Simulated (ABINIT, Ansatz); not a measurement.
# A GW run on Al2O3 (Corundum) in ABINIT, with inputs changed

A base run on Al2O3 (Corundum), then changed inputs.

Method: PBE and many-body steps on it, plane waves, in ABINIT 10.8.3.

Report form: the programs' logs are mostly left out.

### Step 1. The starting structure

The structure is trigonal, space group R-3c (No. 167). The conventional cell has a = 4.760 Å, b = 4.760 Å, c = 12.996 Å, α = 90.00°, β = 90.00°, γ = 120.00°. Nearest to Al lie 6 O at 1.85 to 1.97 Å. O has 4 Al at 1.85 to 1.97 Å nearest. Farther neighbours and most contacts between anions are not listed.

The cell and positions come from the Crystallography Open Database and are kept as given unless a step says otherwise.

### Step 2. Screening, 4×4×4 mesh, 127 bands, screening to 141.5 eV

This step: ABINIT 10.8.3; RPA screening on PBE, plane waves, norm-conserving pseudopotentials.

The RPA dielectric matrix is built and inverted for each q.

File run.abi:

```
acell 3*1.0 Angstrom
rprim 
  2.380249999995 1.374237978213 4.331866666707
  -2.380249999995 1.374237978213 4.331866666707
  -0.000000000000 -2.748475956495 4.331866666685
ntypat 2
znucl 13 8
natom 10
typat 1 1 1 1 2 2 2 2 2 2
xred 
  0.352160000000 0.352160000000 0.352160000000
  0.147840000000 0.147840000000 0.147840000000
  0.647840000000 0.647840000000 0.647840000000
  0.852160000000 0.852160000000 0.852160000000
  0.556680000000 0.943320000000 0.250000000000
  0.250000000000 0.556680000000 0.943320000000
  0.943320000000 0.250000000000 0.556680000000
  0.443320000000 0.056680000000 0.750000000000
  0.750000000000 0.443320000000 0.056680000000
  0.056680000000 0.750000000000 0.443320000000
pp_dirpath "pseudos"
pseudos "Al.upf, O.upf"
ecut 36
ngkpt 4 4 4
nshiftk 1
shiftk 0 0 0
kptopt 1
chksymbreak 0
istwfk *1
occopt 1
irdwfk 1
optdriver 3
nband 127
ecuteps 5.2
inclvkb 2
awtr 1
symchi 1
indata_prefix "in"
outdata_prefix "out"
tmpdata_prefix "tmp"
```

On the command line:

```
> OMP_NUM_THREADS=1 mpirun -n 4 abinit run.abi > log
```

The job ended after 6.3 min (4 MPI ranks of Arm Neoverse V1, shared host; peak memory 3.3 GiB).

Numbers from this step:

```yaml
eps_infinity_with_local_fields_on_this_mesh_along_the_program_s_q_direction: 3.031
the_same_without_local_fields: 3.247
plasma_frequency: 27.90 eV
plane_waves_in_the_screening_matrix: 321
```

Local fields lower ε∞ by 7 %.

### Step 3. Base

The self-energy is evaluated for the states that the input lists, and the levels follow from it, in one-shot runs by the linearised quasiparticle equation.

This step: G0W0 on PBE, plane waves, norm-conserving pseudopotentials.

Changes to run.abi since step 2:

```diff
@@ -31,8 +31,15 @@
 irdwfk 1
-optdriver 3
+optdriver 4
 nband 127
+gwcalctyp 0
+ecutsigx 36
+symsigma 1
+nkptgw 1
+kptgw 
+  0.0000000000 0.0000000000 0.0000000000
+bdgw 
+  22 26
 ecuteps 5.2
-inclvkb 2
-awtr 1
-symchi 1
+irdscr 1
+ppmodel 1
 indata_prefix "in"
```

Run time: 15 s. Hardware: 4 MPI ranks; peak memory 2.1 GiB; 60 s of CPU time.

Numbers from this step:

```yaml
g0w0_gap_on_the_points_computed: 8.454 eV
starting_gap_on_the_mesh: 6.266 eV
k_of_the_valence_top: 0, 0, 0
k_of_the_conduction_bottom: 0, 0, 0
z_at_the_valence_top: 0.819
z_at_the_conduction_bottom: 0.854
least_direct_g0w0_gap_on_the_computed_points: 8.454 eV
```

The gap on the mesh goes from 6.27 eV to 8.45 eV, a correction of +2.19 eV.

### Step 4. Scissors in G

Changes to run.abi since step 3:

```diff
@@ -44,2 +44,3 @@
 ppmodel 1
+mbpt_sciss 0.5 eV
 indata_prefix "in"
```

Elapsed: 15 s, on 4 MPI ranks; peak memory 2.1 GiB.

Numbers from this step:

| Property | Result |
| --- | --- |
| G0W0 gap on the points computed | 8.502 eV |
| starting gap on the mesh | 6.266 eV |
| k of the valence top | 0, 0, 0 |
| k of the conduction bottom | 0, 0, 0 |
| Z at the valence top | 0.819 |
| Z at the conduction bottom | 0.855 |
| least direct G0W0 gap on the computed points | 8.502 eV |

### Step 5. Screening cutoff above the file's

Changes to run.abi since step 4:

```diff
@@ -41,6 +41,5 @@
   22 26
-ecuteps 5.2
+ecuteps 20.8
 irdscr 1
 ppmodel 1
-mbpt_sciss 0.5 eV
 indata_prefix "in"
```

The job ended after 15 s (4 MPI ranks; peak memory 2.1 GiB; 60 s of CPU time).

The run ended normally, though the input holds a fault or crude settings.

The fault put into this input: screening cutoff above the file's. It printed a gap of 8.45 eV, the value of the sound run: the program fell back on what its files hold, so an unchanged gap is no proof of convergence.

### Step 6. Side by side

Times are wall times on 4 MPI ranks of Arm Neoverse V1, shared host, good to a factor of about two. A run's time includes the screening step that it read.

```
          run   mesh  bands  screening cutoff (eV)  DFT gap (eV)  gap on the mesh (eV)  direct (eV)  ε∞ used     time
         base  4×4×4    127                  141.5         6.266                 8.454        8.454     3.03  6.6 min
scissors in G  4×4×4    127                  141.5         6.266                 8.502        8.502     3.03  6.6 min
```

### Step 7. Results

| Item | Value |
| --- | --- |
| base | 8.454 eV |
| scissors in G | 8.502 eV |
| known limits | not at the basis limit |

**Reading.** Scissors in G: +0.048 eV against base (keys changed: mbpt_sciss). Bands and cutoff are finite, so the gap is not at the basis limit. The miss can reach some tenths of an eV and take either sign; the mesh is an error of its own. In the G0W0 runs levels were corrected at 1 k point alone, so a gap called «on the mesh» is the least over those, and an edge elsewhere would be missed.

[Paths, hosts, dates, memory and timing lines, banners, echoed tables and standing remarks are left out of the program output.]

[Logs are printed without paths, hosts, clocks, repeated set-up lines and the standing remarks that a program may print on its own settings, such as how far it seeks lower states.]

[Runs of the session that timed out or met a known fault of the program may be left out.]

[Hosts, paths, dates, database ids (printed as entryN), source tags and the programs' standing remarks are cut or masked in the printed files.]

[G0W0 gaps are taken among the corrected bands and points alone; a level outside them can change the order at an edge.]

[Where Ansatz stands beside ABINIT at settings called matched, ABINIT's density can come from a denser mesh and the files from another edition; pairs whose starting gaps differed by over 0.03 eV were left out, so agreement reads better than it is.]
